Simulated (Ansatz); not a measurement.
# How Rh(111) screens a field, part 2 of 2

Aim: image plane and induced charge of Rh(111).

Ansatz 0.2.0; plane-wave DFT, PBE, Ansatz PAW.

So far. Step 7 (Atoms held, field 0.2 V/Å): The dipole is 0.0838 e·Å. Step 8 (Single point, field -0.2 V/Å): The dipole is -0.0838 e·Å.

**9. Atoms held, field 0.4 V/Å**

The input, input.yaml:

```yaml
crystal:
  lattice:
    - [2.6870057685, 0.0, 0.0]
    - [1.3435028843, 2.3270152556, 0.0]
    - [0.0, 0.0, 26.7757240917]
  atoms:
    - { symbol: Rh, position: [0.6666666667, 0.6666666667, 0.3361253638] }
    - { symbol: Rh, position: [0.0, 0.0, 0.4180626819] }
    - { symbol: Rh, position: [0.3333333333, 0.3333333333, 0.5] }
    - { symbol: Rh, position: [0.6666666667, 0.6666666667, 0.5819373181] }
    - { symbol: Rh, position: [0.0, 0.0, 0.6638746362] }
kpoints:
  mp_grid: { grid: [24, 24, 1] }
hamiltonian:
  xc: pbe
scf:
  occupations: { method: fermi_dirac, width: 0.1 }
  convergence: { dr2_threshold: 1.0e-10 }
efield:
  axis: 3
  dipole_correction: true
  ramp_position: 0.97
  ramp_width: 0.06
  amplitude: 0.4
output:
  forces: true
  write_potential: true
  write_density: true
  volumetric_format: npy
  elf: true
```

Command:

```
$ ansatz run input.yaml --threads 4 --pin off --max-ram 6144MiB --backend cpu --events-out ev --progress --plain --runs-dir out
```

Numbers of over 12 decimals in the logs are rounded to 6 here.

Log:

```text
[...]
Crystal: 5 atoms, lattice volume = 167.421 Å³
Basis set: ecut = 420 eV, 3323 PW (Γ), exchange–correlation on 36×36×360 points (8 copies of the dense FFT grid, shifted against one another)
Bands: 51, of which v1, the nominal top of the filled ones, is band 43 counted from 1 (42 counted from 0)
Symmetry: 6 space group operations
k-points: 61 of 576 (time reversal used)
[...]
k-point 0: bands = [... 39 lower, 5.1222, 5.1222, 5.2556, 5.2556, 5.7094, 5.7094, 6.3085, 6.3085, ... 12 higher]
  k-point 1: bands = [... 39 lower, 5.0557, 5.0578, 5.2846, 5.3020, 5.7106, 5.7914, 5.9437, 6.2688, ... 12 higher]
  k-point 2: bands = [... 39 lower, 4.9325, 4.9447, 5.3048, 5.3116, 5.4763, 5.6867, 5.7150, 6.3132, ... 12 higher]
  k-point 60: bands = [... 39 lower, 5.1751, 6.0826, 6.0896, 6.3751, 6.4618, 6.4646, 13.0309, 13.0319, ... 12 higher]
[key lines of the parts left out:]
SCF converged after 14 iterations
Free energy (F): -32012.998121 eV
Fermi energy:    6.141053 eV
Dipole field:    D = 0.181141 V/Å  (p = 0.167596 e·Å, saw-weighted, corrected)
```

The job ended after 30 s (4 threads of Arm Neoverse V1, shared host; peak memory 0.74 GiB; 1.9 min of CPU time).

Running mean over 2.194 Å of the planar mean, with the applied field; the ramp of the sawtooth is left out. Electron's electrostatic potential energy less the Fermi level against z:

z (Å), electron's electrostatic potential energy less the Fermi level (eV) and a bar from the least value:
```
      3.5        3.7 #########################
      4.0        3.9 ##########################
      4.5        4.1 ##########################
      5.0        4.3 ##########################
      5.5        4.4 ##########################
      6.0        4.6 ###########################
      6.5        4.6 ###########################
      7.0        4.0 ##########################
      7.5        0.9 #####################
      8.0       -5.6 ###########
      8.5      -11.0 ###
      9.0      -12.7 #
      9.5      -12.9 
     10.0      -13.0 
     10.5      -13.1 
     11.0      -13.2 
     11.5      -13.2 
     12.0      -13.2 
     12.5      -13.2 
     13.0      -13.2 
     13.5      -13.2 
     14.0      -13.2 
     14.5      -13.2 
     15.0      -13.2 
     15.5      -13.2 
     16.0      -13.2 
     16.5      -13.1 
     17.0      -13.0 
     17.5      -12.9 #
     18.0      -12.3 #
     18.5       -9.0 ######
     19.0       -2.4 ################
     19.5        3.1 ########################
     20.0        4.9 ###########################
     20.5        5.5 ############################
     21.0        5.8 ############################
     21.5        6.0 #############################
     22.0        6.2 #############################
     22.5        6.4 #############################
     23.0        6.6 ##############################
     23.5        6.8 ##############################
```

The dipole is 0.168 e·Å.

**10. The response**

This step: plane-wave DFT, PBE, Ansatz PAW; screening of a field by a metal slab (Ansatz 0.2.0).

The dipoles give the slope, and the difference of two potentials shows where the field is screened.

Numbers from this step:

```
equivalent conductor thickness p/(ε₀AE)      : 12.12 Å
distance between the outer atoms             : 8.776 Å
inner field over outer field                 : -0.001379
image plane, upper face                      : 1.668 Å
induced electrons on the upper face over ε₀E : -1.001
image plane, lower face                      : 1.668 Å
induced electrons on the lower face over ε₀E : 1.001
```

The dipole of the cell by applied field:

| applied field (V/Å) | dipole of the cell (e·Å) |
| --- | --- |
| -0.200 | -0.0838 |
| -0.100 | -0.0419 |
| -0.050 | -0.0209 |
| 0.000 | -5.1e-7 |
| 0.050 | 0.0209 |
| 0.100 | 0.0419 |
| 0.200 | 0.0838 |
| 0.400 | 0.168 |

Local field over the applied field, running mean. From the potentials at -0.05 and 0.05 V/Å; running mean over 2.194 Å. The local field over applied field by z:

z (Å), local field over applied field and a bar from the least value:
```
      4.5      0.996 ##############################
      5.0      0.989 ##############################
      5.5      0.971 #############################
      6.0      0.928 ############################
      6.5      0.835 #########################
      7.0      0.668 ####################
      7.5      0.447 ##############
      8.0      0.246 ########
      8.5      0.086 ###
      9.0      0.001 
      9.5     -0.008 
     10.0     -0.001 
     10.5      0.005 
     11.0      0.003 
     11.5      0.000 
     12.0     -0.002 
     12.5     -0.002 
     13.0     -0.001 
     13.5      0.000 
     14.0     -0.002 
     14.5     -0.001 
     15.0     -0.002 
     15.5      0.001 
     16.0      0.004 
     16.5      0.002 
     17.0     -0.002 
     17.5     -0.011 
     18.0      0.028 #
     18.5      0.150 #####
     19.0      0.333 ##########
     19.5      0.547 #################
     20.0      0.752 #######################
     20.5      0.885 ###########################
     21.0      0.952 #############################
     21.5      0.981 ##############################
     22.0      0.993 ##############################
     22.5      0.997 ##############################
```

The induced electron density oscillates, so the rows of the table below give means over windows of 0.5 Å about each position, cut where the curve ends. Its maxima inside the range that stand out by 2 % of the span (Å: e/Å³ per V/Å): 7.74: 0.00420, 8.93: 0.001, 9.67: 6.6e-5, 10.86: 5.2e-4, 11.60: 4.3e-4, 14.58: 1.2e-4, 15.62: 7.1e-4, 16.66: 1.1e-4, 17.40: 9.0e-4, 18.15: 0.00148. Its minima: 8.63: -0.00148, 9.37: -9.0e-4, 10.12: -1.1e-4, 11.16: -7.1e-4, 12.20: -1.2e-4, 15.17: -4.3e-4, 15.92: -5.2e-4, 17.11: -6.6e-5, 17.85: -0.001, 19.04: -0.00420.

Electrons, planar mean, per unit field. Table of induced electron density by z; means over each step:

z (Å), induced electron density (e/Å³ per V/Å) and a bar from the least value:
```
      4.5    0.00002 ################
      5.0    0.00007 ################
      5.5    0.00017 ################
      6.0    0.00043 #################
      6.5    0.00103 ####################
      7.0    0.00218 ########################
      7.5    0.00366 ##############################
      8.0    0.00362 ##############################
      8.5   -0.00001 ################
      9.0    0.00018 ################
      9.5   -0.00038 ##############
     10.0   -0.00006 ################
     10.5    0.00008 ################
     11.0   -0.00002 ################
     11.5    0.00014 ################
     12.0   -0.00003 ################
     12.5   -0.00006 ################
     13.0    0.00002 ################
     13.5   -0.00001 ################
     14.0    0.00000 ################
     14.5    0.00009 ################
     15.0   -0.00016 ###############
     15.5    0.00020 #################
     16.0   -0.00027 ###############
     16.5    0.00006 ################
     17.0    0.00002 ################
     17.5    0.00032 #################
     18.0    0.00034 #################
     18.5   -0.00181 #########
     19.0   -0.00406 
     19.5   -0.00303 ####
     20.0   -0.00159 ##########
     20.5   -0.00070 #############
     21.0   -0.00029 ###############
     21.5   -0.00011 ###############
     22.0   -0.00004 ################
     22.5   -0.00001 ################
```

By hand: between -0.05 and 0.05 V/Å the dipole changes by 0.04187 e·Å, a slope of 0.4187 e·Å²/V. A perfect conductor of thickness t has p = ε₀AEt, so t = 180.95 × 0.4187 / 6.253 = 12.12 Å (e/ε₀ = 180.95 V·Å, A in Å²). Less the 8.78 Å between the outer atoms, and halved, that puts each image plane 1.67 Å out.

The induced dipole is that of a conductor 12.12 Å thick.

**11. The same run with other settings: efield.amplitude = 0.02**

This step: plane-wave DFT, PBE, Ansatz PAW (Ansatz 0.2.0).

A run with a changed input: it repeats the earlier run at 0.05 V/Å with efield.amplitude from 0.05 to 0.02.

Edit input.yaml of step 9 so:

```diff
@@ -23,3 +23,3 @@
   ramp_width: 0.06
-  amplitude: 0.4
+  amplitude: 0.02
 output:
@@ -29,2 +29 @@
   volumetric_format: npy
-  elf: true
```

Log:

```text
[...]
Crystal: 5 atoms, lattice volume = 167.421 Å³
Basis set: ecut = 420 eV, 3323 PW (Γ), exchange–correlation on 36×36×360 points (8 copies of the dense FFT grid, shifted against one another)
Bands: 51, of which v1, the nominal top of the filled ones, is band 43 counted from 1 (42 counted from 0)
Symmetry: 6 space group operations
k-points: 61 of 576 (time reversal used)
[...]
SCF iter   1: F=—  HF=-32015.247233 eV  |F-HF|=—  |Δ(HF+E_count)|=         —  Δρ=7.00e-2  dr2=8.29e0  ethr=3.10e-3  p=0.008 e·Å  D=8.95e-3 V/Å  ΔV_dip=-0.24 eV  dr2_dipole=4.82e-4  V_vac-E_F(+/−)=5.93/5.68 eV  ⟨swp⟩=8.5  Hψ=30869  notcnv=0  defer=200
[...]
SCF iter  13: F=-32012.964697 eV  HF=-32012.964697 eV  |F-HF|=1.82e-10  |Δ(HF+E_count)|=  5.28e-10  Δρ=1.12e-7  dr2=2.22e-11  ethr=1.00e-12  p=0.008 e·Å  D=9.05e-3 V/Å  ΔV_dip=-0.24 eV  dr2_dipole=2.13e-13  V_vac-E_F(+/−)=5.29/5.04 eV  ⟨swp⟩=20.5  Hψ=25869  notcnv=0
SCF 1 converged in 13 iterations: F = -32012.964697 eV  dr2 = 2.22e-11
[...]
SCF converged after 13 iterations
Free energy (F): -32012.964697 eV
[...]
Internal energy: -32012.705842 eV  (E = F + TS)
E sigma→0 (E₀):  -32012.835269 eV
Entropy (-TS):   -0.258855 eV (-51.771 meV/atom)
Fermi energy:    6.149293 eV
Dipole field:    D = 0.009051 V/Å  (p = 0.008374 e·Å, saw-weighted, corrected)
Work function:   not extracted (applied field tilts the vacuum); planar V_es + V_field profile in the machine report
[...]
--- Forces (eV/Å), atoms counted from 1 ---
  atom   1  Rh     0.00000000    -0.00000000     0.05407095
  atom   2  Rh    -0.00000000     0.00000000    -0.23683509
  atom   3  Rh     0.00000000    -0.00000000     0.00045849
  atom   4  Rh     0.00000000    -0.00000000     0.23688694
  atom   5  Rh    -0.00000000     0.00000000    -0.05458150
  max |Σ_I F_I| component: 2.08e-7 eV/Å
--- Band table (eV; the first three rows and the last of 61) ---
  k-point 0: bands = [... 39 lower, 5.1304, 5.1304, 5.2639, 5.2639, 5.7177, 5.7177, 6.3168, 6.3168, ... 12 higher]
  k-point 1: bands = [... 39 lower, 5.0640, 5.0661, 5.2928, 5.3103, 5.7189, 5.8006, 5.9549, 6.2769, ... 12 higher]
  k-point 2: bands = [... 39 lower, 4.9408, 4.9530, 5.3131, 5.3202, 5.4883, 5.6929, 5.7233, 6.3215, ... 12 higher]
  k-point 60: bands = [... 39 lower, 5.1834, 6.0941, 6.0945, 6.3833, 6.4714, 6.4715, 13.0397, 13.0397, ... 12 higher]
```

Elapsed: 28 s, on 4 threads; peak memory 0.73 GiB.

Numbers from this step:

```
energy at zero smearing : -32012.8353 eV
dipole along the normal : 0.008374 e·Å
```

Force by atom:

| atom | x (eV/Å) | y (eV/Å) | z (eV/Å) | size |
| --- | --- | --- | --- | --- |
| Rh1 | 0.000 | 0.000 | 0.054 | 0.054 |
| Rh2 | 0.000 | 0.000 | -0.237 | 0.237 |
| Rh3 | 0.000 | 0.000 | 0.000 | 0.000 |
| Rh4 | 0.000 | 0.000 | 0.237 | 0.237 |
| Rh5 | 0.000 | 0.000 | -0.055 | 0.055 |

| quantity | this run | earlier run | difference |
| --- | --- | --- | --- |
| dipole along the normal (e·Å) | 0.008374 | 0.02094 | -0.013 |

The applied field differs, and the slope found earlier predicts a dipole of 0.00837 e·Å; this run gives 0.00837 e·Å, in line with it.

**12. Outcome**

| Property | Result |
| --- | --- |
| work function | 5.17 eV |
| image plane, upper face | 1.67 Å |
| induced electrons on the upper face over ε₀E | -1.00 |
| equivalent conductor thickness p/(ε₀AE) | 12.1 Å |
| inner field over outer field | -0.00138 |

**Reading.** The induced charge has its centre 1.67 Å outside the outermost atoms; this is the plane from which a capacitor's gap or an image potential counts. The equivalent conductor thickness exceeds the distance between the outer atoms by 3.34 Å, about the sum of the two image-plane distances. In the middle of the slab the field is screened to under 0.5 % of its outer value. The atoms are held at bulk positions with the tabulated experimental lattice constant.

[Logs are printed without paths, hosts, clocks, repeated set-up lines and the standing remarks that a program may print on its own settings, such as how far it seeks lower states.]

[Hosts, paths, dates, database ids (printed as entryN), source tags and the programs' standing remarks are cut or masked in the printed files.]

[Maps of the electrostatic potential energy from Ansatz leave out the sawtooth potential of an applied field or a dipole correction, so their vacuum need not be flat; planar profiles and work functions include it.]
